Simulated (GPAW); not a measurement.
## B K-edge XANES of CaBO3 (P2_1/m)

What does one-electron theory with a core hole give for the B K edge of CaBO3 (P2_1/m)?

Program: GPAW 26.7.0. Level of theory: X-ray absorption from dipole matrix elements to empty bands, plane-wave PAW LDA. Results are calculated unless marked as measured.

## (1) Set-up

It takes space group P2_1/m (No. 11, monoclinic). Conventional cell: a = 3.673 Å, b = 5.479 Å, c = 6.635 Å, α = 90.00°, β = 93.50°, γ = 90.00°. Nearest to Ca lie 7 O at 2.34 to 2.62 Å. Nearest to O lie 1 B at 1.37 Å and 3 Ca at 2.38 to 2.62 Å. O has 1 B at 1.36 Å and 1 Ca at 2.34 Å nearest. Nearest to B lie 3 O at 1.36 to 1.37 Å. Farther neighbours and most contacts between anions are not listed.

Structure file:

```xyz
10
Lattice="3.6734 0.0000 0.0000 0.0000 5.4795 0.0000 -0.4051 0.0000 6.6223" Properties=species:S:1:pos:R:3 pbc="T T T"
Ca    0.8826    4.1096    1.1569
Ca    2.3857    1.3699    5.4655
O     2.7383    0.1729    1.1770
O     0.5300    2.9126    5.4453
O     0.5300    5.3066    5.4453
O     2.7383    2.5669    1.1770
O     1.0837    4.1096    3.4876
O     2.1846    1.3699    3.1347
B     0.6865    4.1096    4.7878
B     2.5817    1.3699    1.8345
```

## (2) Ground state of the crystal

A plain self-consistent run shows whether there is a gap, which decides the set-up of the core-hole run.

File scf.py:

```python
import numpy as np
from ase import Atoms
from ase.parallel import parprint, paropen
from gpaw import GPAW, PW, FermiDirac, Mixer, MixerDif, setup_paths
from gpaw.test import gen
setup_paths.insert(0, '.')
gen('B', name='nch1s', xcname='LDA', corehole=(1, 0, 0), write_xml=True)
from gpaw.mpi import world
world.barrier()

atoms = Atoms('Ca2O6B2',
    cell=[[3.673378, 0, 0],
     [0, 5.479484, 0],
     [-0.405091, 0, 6.622318]],
    scaled_positions=[[0.259533, 0.75, 0.17469],
     [0.740467, 0.25, 0.82531],
     [0.765041, 0.031552, 0.177735],
     [0.234959, 0.531552, 0.822265],
     [0.234959, 0.968448, 0.822265],
     [0.765041, 0.468448, 0.177735],
     [0.35308, 0.75, 0.526649],
     [0.64692, 0.25, 0.473351],
     [0.266626, 0.75, 0.722986],
     [0.733374, 0.25, 0.277014]],
    pbc=True)
atoms.calc = calc = GPAW(legacy_gpaw=True, mode=PW(500), xc='LDA', setups={8: 'nch1s'},
    kpts={'size': (7, 5, 4), 'gamma': True}, occupations=FermiDirac(0.05),
    charge=0, mixer=Mixer(0.1, 5, 50), maxiter=150,
    convergence={'density': 0.0001}, txt='scf.txt')
energy = atoms.get_potential_energy() + calc.get_reference_energy()
ef = calc.get_fermi_level()
out = dict(energy=energy, fermi=ef, forces=atoms.get_forces().tolist())
parprint(f'all-electron energy {energy:.4f} eV, Fermi level {ef:.4f} eV')
ev = np.array([[calc.get_eigenvalues(k, s) for k in range(len(calc.get_ibz_k_points()))] for s in range(calc.get_number_of_spins())])
out['homo'], out['lumo'], out['counts'] = ev[ev < ef].max(), ev[ev > ef].min(), sorted(set((ev < ef).sum((0, 2)).tolist()))
out['filled'] = (ev[:, 0] < ef).sum(1).tolist()
import json
with paropen('out.json', 'w') as f:
    json.dump(out, f)
```

Run with:

```sh
OMP_NUM_THREADS=1 mpirun -n 4 gpaw python scf.py
```

Numbers of over 12 decimals in the logs are rounded to 6 here.

The log of the run:

```text
Input parameters:
  convergence: {density: 0.0001}
  kpts: {gamma: True,
         size: (7, 5, 4)}
  maxiter: 150
  mixer: {backend: pulay,
          beta: 0.1,
          method: separate,
          nmaxold: 5,
          weight: 50}
  mode: {ecut: 500.0,
         name: pw}
  occupations: {fixmagmom: False,
                name: fermi-dirac,
                width: 0.05}
  setups: {8: nch1s}

Initialize ...

[... PAW data sets ...]

Reference energy: -50425.502690  # eV

Spin-paired calculation

[... convergence settings ...]
Symmetries present (total): 1
  [... symmetry matrices ...]

140 k-points: 7 x 5 x 4 Monkhorst-Pack grid + [0.000000,0.000000,1/8]
71 k-points in the irreducible part of the Brillouin zone
       k-points in crystal coordinates                weights
   0:     0.00000000    0.00000000    0.00000000          1/140
   1:     0.00000000    0.00000000    0.25000000          2/140
   2:     0.00000000    0.00000000    0.50000000          1/140
   3:     0.00000000    0.20000000   -0.25000000          2/140
   4:     0.00000000    0.20000000    0.00000000          2/140
   5:     0.00000000    0.20000000    0.25000000          2/140
   6:     0.00000000    0.20000000    0.50000000          2/140
   7:     0.00000000    0.40000000   -0.25000000          2/140
   8:     0.00000000    0.40000000    0.00000000          2/140
   9:     0.00000000    0.40000000    0.25000000          2/140
          ...
  70:     0.42857143    0.40000000    0.50000000          2/140

Wave functions: Plane wave expansion
  Cutoff energy: 500.000 eV
  Number of coefficients (min, max): 3364, 3403
  Pulay-stress correction: 0.000000 eV/Ang^3 (de/decut=0.000000)
  Using FFTW library
  Wavefunction extrapolation:
    Improved wavefunction reuse through dual PAW basis

Occupation numbers: Fermi-Dirac:
  width: 0.0500  # eV

Eigensolver
   Davidson(niter=2)

Densities:
  Coarse grid: 20*30*35 grid
  Fine grid: 40*60*70 grid
  Total Charge: 0.000000

Density mixing:
  Method: separate
  Backend: pulay
  Linear mixing parameter: 0.1
  old densities: 5
  Width of damping distribution: 1.1
  Damping of long wavelength oscillations: 50

[... Hamiltonian set-up ...]
Number of atoms: 10
Number of atomic orbitals: 42
Number of bands in calculation: 42
Number of valence electrons: 62
Bands to converge: occupied

... initialized

Initializing position-dependent things.

Density initialized from atomic densities
Creating initial wave functions:
  42 bands from LCAO basis set

           O
         OB
            Ca
           O

            O
           Ca
             BO
            O

Atomic positions and initial magnetic moments

Positions:
   0 Ca     0.882597    4.109613    1.156853    ( 0.0000,  0.0000,  0.0000)
   1 Ca     2.385690    1.369871    5.465465    ( 0.0000,  0.0000,  0.0000)
   2 O      2.738286    0.172889    1.177018    ( 0.0000,  0.0000,  0.0000)
   3 O      0.530001    2.912631    5.445300    ( 0.0000,  0.0000,  0.0000)
   4 O      0.530001    5.306595    5.445300    ( 0.0000,  0.0000,  0.0000)
   5 O      2.738286    2.566853    1.177018    ( 0.0000,  0.0000,  0.0000)
   6 O      1.083656    4.109613    3.487637    ( 0.0000,  0.0000,  0.0000)
   7 O      2.184631    1.369871    3.134681    ( 0.0000,  0.0000,  0.0000)
   8 B      0.686543    4.109613    4.787843    ( 0.0000,  0.0000,  0.0000)
   9 B      2.581744    1.369871    1.834475    ( 0.0000,  0.0000,  0.0000)

Unit cell:
           periodic     x           y           z      points  spacing
  1. axis:    yes    3.673378    0.000000    0.000000    20     0.1833
  2. axis:    yes    0.000000    5.479484    0.000000    30     0.1826
  3. axis:    yes   -0.405091    0.000000    6.622318    35     0.1892

  Lengths:   3.673378   5.479484   6.634696
  Angles:   90.000000  93.500454  90.000000

Effective grid spacing dv^(1/3) = 0.1852

iter:   1   -81.010805
iter:   2   -78.782132   -0.87  -0.93
iter:   3   -77.084069   -1.26  -1.06
iter:   4   -76.390505   -1.32  -1.21
iter:   5   -76.218652   -2.14  -1.43
iter:   6   -76.219493   -2.73  -2.04
iter:   7   -76.208423c  -3.51  -2.40
iter:   8   -76.207266c  -4.06  -2.76
iter:   9   -76.207157c  -5.36  -2.98
iter:  10   -76.207058c  -4.95  -3.04
iter:  11   -76.207057c  -5.60  -3.38
iter:  12   -76.207048c  -6.87  -3.61
iter:  13   -76.207038c  -6.05  -3.72
iter:  14   -76.207038c  -6.48  -4.00c
iter:  15   -76.207040c  -7.45c -4.24c

Converged after 15 iterations.

Dipole moment: (0.000034, -0.000044, -0.000041) |e|*Ang

Energy contributions relative to reference atoms: (reference = -50425.502690)

Kinetic:        +49.278652
Potential:      -49.062038
External:        +0.000000
XC:             -75.348424
Entropy (-ST):   -0.065026
Local:           -1.042717
SIC:             +0.000000
--------------------------
Free energy:    -76.239553
Extrapolated:   -76.207040

Showing only first 2 kpts
 Kpt  Band  Eigenvalues  Occupancy
  0    29      0.76074    1.99993
  0    30      1.03017    1.98486
  0    31      1.64546    0.00119
  0    32      6.42333    0.00000

  1    29      0.83848    1.99967
  1    30      1.13817    1.87595
  1    31      1.60847    0.00248
  1    32      6.64449    0.00000

Fermi level: 1.27398

No gap
No difference between direct/indirect transitions

Forces in eV/Ang:
  0 Ca    0.04246   -0.00000    0.24591
  1 Ca   -0.04253   -0.00000   -0.24603
  2 O     0.07901    0.10736   -0.11301
  3 O    -0.07879    0.10704    0.11212
  4 O    -0.07879   -0.10704    0.11212
  5 O     0.07901   -0.10736   -0.11301
  6 O    -0.13977   -0.00000    0.47818
  7 O     0.13995    0.00000   -0.47877
  8 B     0.13507   -0.00000   -0.48188
  9 B    -0.13500   -0.00000    0.48169
Scalar-relativistic atomic LDA calculation for B (Boron, Z=5)
Core hole in 1s state (1s occupation: 2.0)
300 radial gridpoints.
|------------------------------------------------|
|------------------------------------------------|
[... the atom generator's iteration count ...]

Energy contributions:
-------------------------
Kinetic:      +24.180604
XC:            -3.523894
Potential:    -45.007336
-------------------------
Total:        -24.350626

state      eigenvalue         ekin         rmax
-----------------------------------------------
1s^2.0 :    -6.565858    10.670813        0.212
2s^2.0 :    -0.344821     1.048488        1.518
2p^1.0 :    -0.136481     0.742001        1.561
-----------------------------------------------
(units: Bohr and Hartree)

Generating PAW setup
Kinetic energy of the core from tauc = 21.348427
Cutoffs:
rc(s)=1.200
rc(p)=1.200
rc(d)=1.200
rc(vbar)=1.080
rc(comp)=1.200
rc(nct)=1.200

Kinetic energy of the core states: 21.341627
Charge: 0.0
Core electrons: 2.0
Valence electrons: 3.0
Pseudo-core charge: 0.117059
Shape function alpha=6.944
Pseudo-electron charge 3.110279
state    eigenvalue         norm
--------------------------------
2s(2) :    -0.344821     1.005361
*s    :     0.655179
2p(1) :    -0.136481     0.982498
*p    :     0.863519
*d    :     0.000000
--------------------------------

Diagonalizing with gridspacing h=0.050

state   all-electron     PAW
-------------------------------
2s:      -0.344821    -0.345234
2p:      -0.136481    -0.136840
*d:                    0.041809
*f:                    0.072211
-------------------------------
all-electron energy -50501.7097 eV, Fermi level 1.2740 eV
```

It took 45 s on 4 MPI ranks of Arm Neoverse V2, shared host; peak memory 0.28 GiB; 3 min of CPU time.

The mesh shows no gap, so the system is treated as a metal and the core electron is put at the Fermi level (neutral cell).

## (3) Reference energy of the supercell

The photon energy needs a difference of total energies, so the cell and mesh of the coming hole run are first run without a hole.

File scf.py:

```python
import numpy as np
from ase import Atoms
from ase.parallel import parprint, paropen
from gpaw import GPAW, PW, FermiDirac, Mixer, MixerDif, setup_paths
from gpaw.test import gen
setup_paths.insert(0, '.')
gen('B', name='nch1s', xcname='LDA', corehole=(1, 0, 0), write_xml=True)
from gpaw.mpi import world
world.barrier()

atoms = Atoms('Ca4O12B4',
    cell=[[-3.673378, 5.479484, 0],
     [-3.673378, -5.479484, 0],
     [3.268287, 0, 6.622318]],
    scaled_positions=[[0.3325785, 0.5825785, 0.17469],
     [0.8325785, 0.0825785, 0.17469],
     [0.1674215, 0.9174215, 0.82531],
     [0.6674215, 0.4174215, 0.82531],
     [0.722123, 0.690571, 0.177735],
     [0.222123, 0.190571, 0.177735],
     [0.559429, 0.027877, 0.822265],
     [0.059429, 0.527877, 0.822265],
     [0.777877, 0.809429, 0.822265],
     [0.277877, 0.309429, 0.822265],
     [0.940571, 0.472123, 0.177735],
     [0.440571, 0.972123, 0.177735],
     [0.4617845, 0.7117845, 0.526649],
     [0.9617845, 0.2117845, 0.526649],
     [0.0382155, 0.7882155, 0.473351],
     [0.5382155, 0.2882155, 0.473351],
     [0.60318, 0.85318, 0.722986],
     [0.10318, 0.35318, 0.722986],
     [0.89682, 0.64682, 0.277014],
     [0.39682, 0.14682, 0.277014]],
    pbc=True)
atoms.calc = calc = GPAW(legacy_gpaw=True, mode=PW(500), xc='LDA', setups={16: 'nch1s'},
    kpts={'size': (3, 3, 3), 'gamma': True}, occupations=FermiDirac(0.1),
    charge=0, mixer=Mixer(0.1, 5, 50), maxiter=150,
    convergence={'density': 0.0001}, txt='scf.txt')
energy = atoms.get_potential_energy() + calc.get_reference_energy()
ef = calc.get_fermi_level()
out = dict(energy=energy, fermi=ef, forces=atoms.get_forces().tolist())
parprint(f'all-electron energy {energy:.4f} eV, Fermi level {ef:.4f} eV')
ev = np.array([[calc.get_eigenvalues(k, s) for k in range(len(calc.get_ibz_k_points()))] for s in range(calc.get_number_of_spins())])
out['homo'], out['lumo'], out['counts'] = ev[ev < ef].max(), ev[ev > ef].min(), sorted(set((ev < ef).sum((0, 2)).tolist()))
out['filled'] = (ev[:, 0] < ef).sum(1).tolist()
import json
with paropen('out.json', 'w') as f:
    json.dump(out, f)
```

The log of the run:

```text
Input parameters:
  convergence: {density: 0.0001}
  kpts: {gamma: True,
         size: (3, 3, 3)}
  maxiter: 150
  mixer: {backend: pulay,
          beta: 0.1,
          method: separate,
          nmaxold: 5,
          weight: 50}
  mode: {ecut: 500.0,
         name: pw}
  occupations: {fixmagmom: False,
                name: fermi-dirac,
                width: 0.1}
  setups: {16: nch1s}

Initialize ...

[...]
2s(2) :    -0.344821     1.005361
*s    :     0.655179
2p(1) :    -0.136481     0.982498
*p    :     0.863519
*d    :     0.000000
--------------------------------

Diagonalizing with gridspacing h=0.050

state   all-electron     PAW
-------------------------------
2s:      -0.344821    -0.345234
2p:      -0.136481    -0.136840
*d:                    0.041809
*f:                    0.072211
-------------------------------
all-electron energy -101003.4400 eV, Fermi level 1.2923 eV
[key lines of the parts left out:]
Converged after 18 iterations.
Dipole moment: (-0.000000, -0.000000, -0.000000) |e|*Ang
Free energy:   -152.642378
Fermi level: 1.29229
```

The job ended after 67 s (4 MPI ranks; peak memory 0.36 GiB; 4.5 min of CPU time).

Reference energy: -101003.440 eV with the cores included.

(Continued in part 2 of 2.)

[Banner, clock and machine lines of the logs are left out without a mark of their own.]

[Logs are printed without paths, hosts, clocks, repeated set-up lines and the standing remarks that a program may print on its own settings, such as how far it seeks lower states.]

[Hosts, paths, dates, database ids (printed as entryN), source tags and the programs' standing remarks are cut or masked in the printed files.]

[Lists of maxima count a maximum above −3 eV only where it reaches 4 % of the highest in the window and stands out from its surroundings by 2 % of it (1.5 % where it reaches 55 %); shoulders and weaker maxima are passed over, and of the rest the first, up to two pre-edge ones and the few strongest are named.]
